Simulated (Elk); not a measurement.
**KF (Fm-3m): refractive index against wavelength**

The refractive index of KF (Fm-3m) below the direct gap (6.21 eV on the mesh) is read from one computed spectrum, n = √(Re ε).

Cell: a, b, c = 3.779, 3.779, 3.779 Å (primitive vectors), 2 atoms.

Method: Elk 11.2.3 (patched build), PBE, independent particles, k-mesh 11×11×11, Lorentzian half width 0.1 eV.

Launch of the response step: `OMP_NUM_THREADS=4 elk`. The run took 8 s, its band step included, on 4 threads of Arm Neoverse V2, on a shared host.

| wavelength (nm) | photon energy E (eV) | n |
| --- | --- | --- |
| 700 | 1.771 | 1.4190 |
| 633 | 1.959 | 1.4206 |
| 532 | 2.331 | 1.4243 |
| 450 | 2.755 | 1.4296 |
| 405 | 3.061 | 1.4342 |
| 365 | 3.397 | 1.4400 |
| 308 | 4.025 | ? |

In the single-oscillator model n² − 1 = E₀E_d/(E₀² − E²), so 1/(n² − 1) = E₀/E_d − E²/(E₀E_d) is linear in E².

Working, on the rows shown:

| x = E² (eV²) | y = 1/(n² − 1) |
| --- | --- |
| 3.13716 | 0.98662 |
| 3.83641 | 0.982218 |
| 5.43137 | 0.972166 |
| 7.59115 | 0.958078 |
| 9.37179 | 0.946137 |
| 11.5384 | 0.931446 |

Means: x̄ = 6.8177, ȳ = 0.96278. Σ(x − x̄)(y − ȳ) = -0.3528, Σ(x − x̄)² = 53.76. Slope = -0.3528 / 53.76 = -0.006562; intercept = ȳ − slope · x̄ = 1.0075. Turned back into n, the line misses the rows shown by at most 0.00014.

Q: Predict the last column of the withheld row from the fit.

A: At x = 16.204 the line gives y = 0.90119, that is 1.4525. The run gave 1.4537, so the extrapolation is off by 0.0012, 4 % of the range in the table.

Refitted with all rows, the slope is -0.006743 and the intercept 1.0086. These give E₀ = √(intercept/−slope) = 12.23 eV and E_d = E₀/intercept = 12.1 eV; E₀ is 2.0 times the direct gap. The electronic limit at long wavelengths, without lattice vibrations, is n = √(1 + 1/intercept) = 1.411. Excitons are left out and so are local fields; PBE gaps are as a rule too small. The values come from a sum over the points of one k-mesh and carry its error, which grows as the direct gap shrinks.
